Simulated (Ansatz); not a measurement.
# MgPbS3 (model cell, started as cubic perovskite with Pb in the octahedra): a soft mode frozen in, part 2 of 3

Aim: this structure of MgPbS3 (model cell, started as cubic perovskite with Pb in the octahedra) is to be tested for unstable modes, and one is followed downhill.

Ansatz 0.2.0; DFT PBEsol, scalar-relativistic, plane waves, PAW; PAW set soft_1.

So far, highest frequency on the path or at a solved wavevector (cm⁻¹): step 2 (response at finite wavevector) 374. Also lowest frequency on the path (cm⁻¹): step 2 -204.

The structure was built from a prototype and need not be the compound's stable phase.

## 4. The mode frozen in, largest atomic shift 0.6 Å

The atoms are moved along the unstable eigenvector, the largest shift by 0.6 Å, with the cell fixed.

input.yaml

```yaml
crystal:
  lattice:
    - [-5.0694638885, 0.0, 0.0]
    - [0.0, -5.0694638885, -5.0694638885]
    - [0.0, -5.0694638885, 5.0694638885]
  atoms:
    - { symbol: Mg, position: [1.0, 0.4408221448, 0.5591778552] }
    - { symbol: Mg, position: [1.0, 0.0591778552, -0.0591778552] }
    - { symbol: Pb, position: [0.5, -0.0021618453, 0.4978381547] }
    - { symbol: Pb, position: [0.5, 0.5021618453, 0.0021618453] }
    - { symbol: S, position: [0.5, 0.25, 0.25] }
    - { symbol: S, position: [0.5, 0.75, 0.75] }
    - { symbol: S, position: [0.5, 0.75, 0.25] }
    - { symbol: S, position: [0.5, 0.25, 0.75] }
    - { symbol: S, position: [1.0, 0.0564064877, 0.5564064877] }
    - { symbol: S, position: [1.0, 0.4435935123, -0.0564064877] }
kpoints:
  mp_grid: { grid: [8, 6, 6] }
hamiltonian:
  xc: pbesol
  pseudopotentials: { kind: paw, azcp: { folder: soft_1 }, xc_functional: pbe }
scf:
  occupations: { method: methfessel_paxton, width: 0.2 }
output:
  forces: true
  stress: true
  eigenvalues: true
```

Run with:

```sh
$ ansatz run input.yaml --threads 8 --pin off --max-ram 16384MiB --backend cpu --events-out ev --progress --plain --runs-dir out
```

Numbers of over 12 decimals in the logs are rounded to 6 here.

Log:

```text
[...]
Crystal: 10 atoms, lattice volume = 260.565 Å³
Basis set: ecut = 420 eV, 5061 PW (Γ), exchange–correlation on 72×96×96 points (8 copies of the dense FFT grid, shifted against one another)
Bands: 52, of which v1, the nominal top of the filled ones, is band 42 counted from 1 (41 counted from 0)
Symmetry: 8 space group operations
[...]
k-points: 65 of 288
[...]
k-point 0: bands = [... 38 lower, 4.2862, 4.3117, 4.4924, 4.8002, 5.3287, 5.4326, 7.2793, 8.2473, ... 6 higher]
  k-point 1: bands = [... 38 lower, 4.2727, 4.2859, 4.4511, 4.5122, 5.2027, 5.7474, 7.0300, 7.4108, ... 6 higher]
  k-point 2: bands = [... 38 lower, 4.1950, 4.2738, 4.3481, 4.4230, 4.9768, 5.8618, 6.3759, 7.3105, ... 6 higher]
  k-point 64: bands = [... 38 lower, 4.3008, 4.7362, 4.8109, 4.8359, 6.7729, 7.1614, 7.1944, 7.2279, ... 6 higher]
[key lines of the parts left out:]
SCF converged after 10 iterations
Free energy (F): -32647.439369 eV
Fermi energy:    5.006151 eV
P = ⅓ Tr σ = 0.6391 GPa (6.391 kbar)
```

Wall time 8.7 s (8 threads of Arm Neoverse V1, shared host); peak memory 1.2 GiB; 66 s of CPU time.

This step gave:

```yaml
pressure: 0.6391 GPa
energy_from_the_undistorted_cell: -218.9 meV/atom
```

The energy, extrapolated to zero smearing, is -218.89 meV/atom against the undistorted cell.

The run ends at a pressure of 0.64 GPa, with forces up to 1.3 eV/Å.

## 5. Energy along the mode, all amplitudes (two of the runs are shown above)

An imaginary frequency means negative curvature, so the energy should fall and then rise again as anharmonic terms take over.

This step gave:

```yaml
depth_at_the_lowest_point_sampled: 218.9 meV/atom
largest_atomic_shift_at_that_point: 0.6 Å
```

Energy from the parent against largest atomic shift:

```
largest atomic shift (Å)  energy from the parent (meV/atom)
                   0.000                                  0
                   0.040                              -1.25
                   0.080                              -4.97
                   0.140                              -15.1
                   0.220                              -36.6
                   0.320                              -75.0
                   0.450                               -139
                   0.600                               -219
```

Displacement at unit largest shift by atom:

```
atom  x (Å)  y (Å)  z (Å)  size
 Mg1   0.00   0.00   1.00  1.00
 Mg2   0.00   0.00  -1.00  1.00
 Pb3   0.00   0.04   0.00  0.04
 Pb4   0.00  -0.04   0.00  0.04
  S5   0.00   0.00   0.00  0.00
  S6   0.00   0.00   0.00  0.00
  S7   0.00   0.00   0.00  0.00
  S8   0.00   0.00   0.00  0.00
  S9   0.00  -0.95   0.00  0.95
 S10   0.00   0.95   0.00  0.95
```

The lowest of the steps tried is the last one, at 0.6 Å, 219 meV/atom below the parent; the bottom of the well need not coincide with a step.

## 6. Relaxing from the distorted cell

Starting from the lowest point found, all atoms and the cell are let go, so that strain and other modes of the same symmetry can join in.

Edit input.yaml of step 4 so:

```diff
@@ -27 +27,6 @@
   eigenvalues: true
+relax:
+  adjacent_minimum: "off"
+  f_tol: 0.002
+  max_steps: 120
+  cell: { stress_tol: 0.03 }
```

Log:

```text
[...]
Crystal: 10 atoms, lattice volume = 260.565 Å³
Basis set: ecut = 420 eV, 5061 PW (Γ), exchange–correlation on 72×96×96 points (8 copies of the dense FFT grid, shifted against one another)
Bands: 52, of which v1, the nominal top of the filled ones, is band 42 counted from 1 (41 counted from 0)
Symmetry: 8 space group operations
[...]
k-points: 65 of 288
[...]
SCF iter   1: F=—  HF=-32648.925568 eV  |F-HF|=—  |Δ(HF+E_count)|=         —  Δρ=3.67e-2  dr2=5.56e0  ethr=3.10e-3  ⟨swp⟩=10.8  Hψ=17929  notcnv=0
[...]
SCF iter  10: F=-32647.439369 eV  HF=-32647.439369 eV  |F-HF|=5.14e-9  |Δ(HF+E_count)|=   1.27e-8  S|Δr|=    0.00e0  Δρ=1.26e-6  dr2=8.92e-9  ethr=1.19e-10  ⟨swp⟩=17.1  Hψ=20011  notcnv=0
SCF 1 converged in 10 iterations: F = -32647.439369 eV  dr2 = 8.92e-9
[...]
relax step   1: F+E_penalty+E_count = -32647.43936916 eV  Δ(F+E_penalty+E_count) = +0.000e0 eV  max|allowed force component| = 1.276e0 eV/Å  Δτ_max = 0.0000 Å  P = +0.639 GPa  Ω = 260.565 Å³  (10 SCF iters, dr2 threshold 1.00e-7 eV, accepted)
Crystal: 10 atoms, lattice volume = 269.781 Å³
Basis set: ecut = 420 eV, 5269 PW (Γ), exchange–correlation on 72×96×96 points (8 copies of the dense FFT grid, shifted against one another)
[...]
SCF iter   8: F=-32648.193474 eV  HF=-32648.193475 eV  |F-HF|=9.31e-8  |Δ(HF+E_count)|=   5.42e-7  S|Δr|=    0.00e0  Δρ=6.39e-6  dr2=1.45e-7  ethr=1.19e-9  ⟨swp⟩=14.0  Hψ=18239  notcnv=0
SCF 2 converged in 8 iterations: F = -32648.193474 eV  dr2 = 1.45e-7
relax step   2: F+E_penalty+E_count = -32648.19347441 eV  Δ(F+E_penalty+E_count) = -7.541e-1 eV  max|allowed force component| = 8.450e-1 eV/Å  Δτ_max = 0.1948 Å  P = -0.096 GPa  Ω = 269.781 Å³  energy of the carried Pulay correction = -1.019e-3 eV  (8 SCF iters, dr2 threshold 1.00e-6 eV, accepted)
Crystal: 10 atoms, lattice volume = 271.426 Å³
Basis set: ecut = 420 eV, 5333 PW (Γ), exchange–correlation on 72×96×96 points (8 copies of the dense FFT grid, shifted against one another)
[...]
SCF iter   8: F=-32648.394450 eV  HF=-32648.394450 eV  |F-HF|=1.66e-7  |Δ(HF+E_count)|=   6.23e-7  S|Δr|=    0.00e0  Δρ=7.38e-6  dr2=2.32e-7  ethr=1.19e-9  ⟨swp⟩=14.3  Hψ=18172  notcnv=0
SCF 3 converged in 8 iterations: F = -32648.394450 eV  dr2 = 2.32e-7
relax step   3: F+E_penalty+E_count = -32648.39444996 eV  Δ(F+E_penalty+E_count) = -2.010e-1 eV  max|allowed force component| = 4.963e-1 eV/Å  Δτ_max = 0.1949 Å  P = +1.305 GPa  Ω = 271.426 Å³  energy of the carried Pulay correction = -1.197e-3 eV  (8 SCF iters, dr2 threshold 1.00e-6 eV, accepted)
[...]
relax step   4: F+E_penalty+E_count = -32648.43642526 eV  Δ(F+E_penalty+E_count) = -4.198e-2 eV  max|allowed force component| = 1.988e-1 eV/Å  Δτ_max = 0.0542 Å  P = -0.541 GPa  Ω = 280.336 Å³  energy of the carried Pulay correction = -2.144e-3 eV  (7 SCF iters, dr2 threshold 1.00e-6 eV, accepted)
[...]
relax step   5: F+E_penalty+E_count = -32648.45078726 eV  Δ(F+E_penalty+E_count) = -1.436e-2 eV  max|allowed force component| = 4.835e-2 eV/Å  Δτ_max = 0.0095 Å  P = -0.038 GPa  Ω = 278.284 Å³  energy of the carried Pulay correction = -1.928e-3 eV  (5 SCF iters, dr2 threshold 1.00e-6 eV, accepted)
[...]
relax step   6: F+E_penalty+E_count = -32648.45155710 eV  Δ(F+E_penalty+E_count) = -7.698e-4 eV  max|allowed force component| = 1.665e-2 eV/Å  Δτ_max = 0.0076 Å  P = +0.045 GPa  Ω = 277.965 Å³  energy of the carried Pulay correction = -1.895e-3 eV  (6 SCF iters, dr2 threshold 1.46e-7 eV, accepted)
[...]
relax step   7: F+E_penalty+E_count = -32648.45180034 eV  Δ(F+E_penalty+E_count) = -2.432e-4 eV  max|allowed force component| = 1.097e-2 eV/Å  Δτ_max = 0.0048 Å  P = +0.029 GPa  Ω = 278.269 Å³  energy of the carried Pulay correction = -1.927e-3 eV  (6 SCF iters, dr2 threshold 1.73e-8 eV, accepted)
[...]
relax step   8: F+E_penalty+E_count = -32648.45183813 eV  Δ(F+E_penalty+E_count) = -3.779e-5 eV  max|allowed force component| = 4.491e-4 eV/Å  Δτ_max = 0.0033 Å  P = +0.002 GPa  Ω = 278.507 Å³  energy of the carried Pulay correction = -1.952e-3 eV  (6 SCF iters, dr2 threshold 7.52e-9 eV, accepted)
Basis set: ecut = 420 eV, 5437 PW (Γ), exchange–correlation on 72×100×100 points (8 copies of the dense FFT grid, shifted against one another)
[...]
SCF iter   8: F=-32648.454116 eV  HF=-32648.454116 eV  |F-HF|=1.46e-11  |Δ(HF+E_count)|=  5.82e-11  S|Δr|=    0.00e0  Δρ=7.56e-8  dr2=3.28e-11  ethr=1.00e-12  ⟨swp⟩=7.7  Hψ=16559  notcnv=0
SCF 9 converged in 8 iterations: F = -32648.454116 eV  dr2 = 3.28e-11
relax step   9: F+E_penalty+E_count = -32648.45411602 eV  Δ(F+E_penalty+E_count) = -2.278e-3 eV  max|allowed force component| = 4.994e-4 eV/Å  Δτ_max = 0.0000 Å  P = +0.006 GPa  Ω = 278.507 Å³  stress off target by 6.75e-3 GPa  SCF on the basis re-selected at this cell (its energy is not comparable with the rows above)  (8 SCF iters)
basis re-selected at this cell: Δ(F+E_penalty+E_count) = -2.278e-3 eV, ΔP = +0.004 GPa vs the last step (what re-selecting the basis moved, of the pressure what is left beyond the Pulay correction that the steps carried, after the strain that the cell walked since its last selection, with what the two solves' SCF thresholds leave and, on support functions, any second-order correction that the steps lacked; it is no measure of the basis error at this ecutwfc). The dense FFT grid was sized anew with the basis: this SCF ran on 36×50×50 points, the steps before it on 36×48×48, so part of this shift can come from that change (see relax.cell in the input reference). [rest of the remark cut]
SCF converged after 8 iterations
[...]
Free energy (F): -32648.454116 eV
[...]
Internal energy: -32648.478599 eV  (E = F + TS)
E sigma→0 (E₀):  -32648.460237 eV
Entropy (-TS):   0.024483 eV (2.448 meV/atom)
Fermi energy:    4.163199 eV
[...]
--- Forces (eV/Å), atoms counted from 1 ---
  atom   1  Mg     0.00000000     0.00000000     0.00017486
  atom   2  Mg     0.00000000     0.00000000    -0.00017486
  atom   3  Pb     0.00000000     0.00045875     0.00000000
  atom   4  Pb     0.00000000    -0.00045875     0.00000000
  atom   5  S      0.00000000     0.00000000     0.00000000
  atom   6  S      0.00000000     0.00000000     0.00000000
  atom   7  S      0.00000000     0.00000000     0.00000000
  atom   8  S      0.00000000     0.00000000     0.00000000
  atom   9  S      0.00000000    -0.00049936     0.00000000
  atom  10  S      0.00000000     0.00049936     0.00000000
  max |Σ_I F_I| component: 1.08e-19 eV/Å
--- Stress (GPa, compression-positive) ---
        0.005757       0.000000       0.000000
        0.000000       0.006750       0.000000
        0.000000       0.000000       0.005308
  P = ⅓ Tr σ = 0.0059 GPa (0.059 kbar)
--- Band table (eV; the first three rows and the last of 65) ---
  k-point 0: bands = [... 38 lower, 3.6771, 3.7031, 3.8905, 3.9831, 4.4721, 5.3814, 6.8455, 6.9463, ... 6 higher]
  k-point 1: bands = [... 38 lower, 3.5866, 3.6423, 3.7142, 3.9460, 4.3677, 5.5581, 6.0125, 7.1712, ... 6 higher]
  k-point 2: bands = [... 38 lower, 3.4844, 3.6364, 3.7638, 3.8533, 4.1834, 4.9119, 6.0725, 7.0470, ... 6 higher]
  k-point 64: bands = [... 38 lower, 3.3898, 3.7281, 3.9560, 4.0028, 5.4707, 5.8508, 6.4517, 6.8464, ... 6 higher]
--- Relaxed structure (8 steps of the walk, 8 accepted, 1 SCFs on fresh bases) ---
  F+E_penalty+E_count = -32648.45411602 eV   max|allowed force component| = 4.994e-4 eV/Å   (the final SCF, on the basis selected at the relaxed cell)
  cell:  # Å, volume = 278.5073 Å³
    - [-5.048297, 0.0, 0.0]
    - [0.0, -5.300470, -5.204121]
    - [0.0, -5.300470, 5.204121]
  atoms:
    - { symbol: Mg, position: [1.0, 0.397079, 0.602921] }
    - { symbol: Mg, position: [1.0, 0.102921, -0.102921] }
    - { symbol: Pb, position: [0.5, -0.00958748, 0.490413] }
    - { symbol: Pb, position: [0.5, 0.509587, 0.00958748] }
    - { symbol: S, position: [0.5, 0.25, 0.25] }
    - { symbol: S, position: [0.5, 0.750000, 0.750000] }
    - { symbol: S, position: [0.5, 0.75, 0.25] }
    - { symbol: S, position: [0.5, 0.25, 0.75] }
    - { symbol: S, position: [1.0, 0.070862, 0.570862] }
    - { symbol: S, position: [1.0, 0.429138, -0.070862] }
```

Run time: 76 s. Hardware: 8 threads; peak memory 1.3 GiB.

The steps of the relaxation:

```
step  energy less that of the first step (eV)  largest force component (eV/Å)  pressure (GPa)  volume (Å³)
   1                                   0.0000                          1.2759            0.64       260.57
   2                                  -0.7541                          0.8450           -0.10       269.78
   3                                  -0.9551                          0.4963            1.30       271.43
   4                                  -0.9971                          0.1988           -0.54       280.34
   5                                  -1.0114                          0.0483           -0.04       278.28
   6                                  -1.0122                          0.0167            0.05       277.96
   7                                  -1.0124                          0.0110            0.03       278.27
   8                                  -1.0125                          0.0004            0.00       278.51
  9*                                  -1.0147                          0.0005            0.01       278.51
```

Relaxation steps marked * repeat the geometry before them on a plane-wave basis chosen anew for their cell, so energy and pressure can jump there.

The run keeps the 8 symmetry operations that it works with, so distortions that break them were not tested.

```
conventional cell, symmetrised  before   after  change
                         a (Å)  10.139  10.408  +2.7 %
                         b (Å)  10.139  10.601  +4.6 %
                         c (Å)   5.069   5.048  -0.4 %
              volume (Å³/atom)   26.06   27.85  +6.9 %
```

The atoms that moved most (Å, as changes of fractional coordinates times the final cell):

```
atom     dx      dy      dz  length
 Mg1  0.000   0.000   0.455   0.455
 Mg2  0.000   0.000  -0.455   0.455
 S10  0.000   0.153   0.000   0.153
  S9  0.000  -0.153   0.000   0.153
 Pb3  0.000   0.079   0.000   0.079
 Pb4  0.000  -0.079   0.000   0.079
```

Numbers from this step:

```
pressure        : 0.005938 GPa
volume per atom : 27.85 Å³
```

The distorted start has space group Cmmm; the relaxation ends in Cmmm.

## 7. The new phase in its own primitive cell

The relaxed structure is symmetrised, reduced to its primitive cell and relaxed tightly, as its phonons need.

input.yaml, the sections that differ from step 6:

```yaml
crystal:
  lattice:
    - [5.2041205095, -5.3004700068, 0.0]
    - [5.2041205095, 5.3004700068, 0.0]
    - [0.0, 0.0, 5.0482965802]
  atoms:
    - { symbol: Mg, position: [0.1470791707, 0.1470791707, 0.0] }
    - { symbol: Mg, position: [0.8529208293, 0.8529208293, 0.0] }
    - { symbol: Pb, position: [0.2595874798, 0.7404125202, 0.5] }
    - { symbol: Pb, position: [0.7404125202, 0.2595874798, 0.5] }
    - { symbol: S, position: [0.5, 0.0, 0.5] }
    - { symbol: S, position: [0.0, 0.5, 0.5] }
    - { symbol: S, position: [0.5, 0.5, 0.5] }
    - { symbol: S, position: [0.0, 0.0, 0.5] }
    - { symbol: S, position: [0.1791383357, 0.8208616643, 0.0] }
    - { symbol: S, position: [0.8208616643, 0.1791383357, 0.0] }
kpoints:
  mp_grid: { grid: [6, 6, 8] }
relax:
  adjacent_minimum: "off"
  f_tol: 0.001
  max_steps: 60
  cell: { stress_tol: 0.01 }
# hamiltonian, scf, output: as in step 6
```

Log:

```text
[...]
Crystal: 10 atoms, lattice volume = 278.507 Å³
Basis set: ecut = 420 eV, 5437 PW (Γ), exchange–correlation on 100×100×72 points (8 copies of the dense FFT grid, shifted against one another)
Bands: 52, of which v1, the nominal top of the filled ones, is band 42 counted from 1 (41 counted from 0)
Symmetry: 8 space group operations
[...]
k-points: 65 of 288
[...]
- { symbol: Mg, position: [0.8529208293, 0.8529208293, 0.0] }
    - { symbol: Pb, position: [0.259587, 0.740413, 0.5] }
    - { symbol: Pb, position: [0.740413, 0.259587, 0.5] }
    - { symbol: S, position: [0.5, 0.0, 0.5] }
    - { symbol: S, position: [0.0, 0.5, 0.5] }
    - { symbol: S, position: [0.5, 0.5, 0.5] }
    - { symbol: S, position: [0.0, 0.0, 0.5] }
    - { symbol: S, position: [0.179138, 0.8208616643, 0.0] }
    - { symbol: S, position: [0.8208616643, 0.179138, 0.0] }
[key lines of the parts left out:]
SCF converged after 8 iterations
Free energy (F): -32648.454116 eV
Fermi energy:    4.163199 eV
P = ⅓ Tr σ = 0.0059 GPa (0.059 kbar)
```

Wall time 22 s (8 threads); peak memory 1.3 GiB; 2.9 min of CPU time.

Little changed from the start: no atom moved by 0.005 Å and no cell edge by 0.1 %.

Numbers from this step:

| Item | Value |
| --- | --- |
| pressure | 0.005937 GPa |

The largest force component left is 0.50 meV/Å and the pressure is 0.006 GPa, within the tolerances set. The cell now holds 27.85 Å³/atom.

[end of part 2 of 3]

[Logs are printed without paths, hosts, clocks, repeated set-up lines and the standing remarks that a program may print on its own settings, such as how far it seeks lower states.]

[Hosts, paths, dates, database ids (printed as entryN), source tags and the programs' standing remarks are cut or masked in the printed files.]
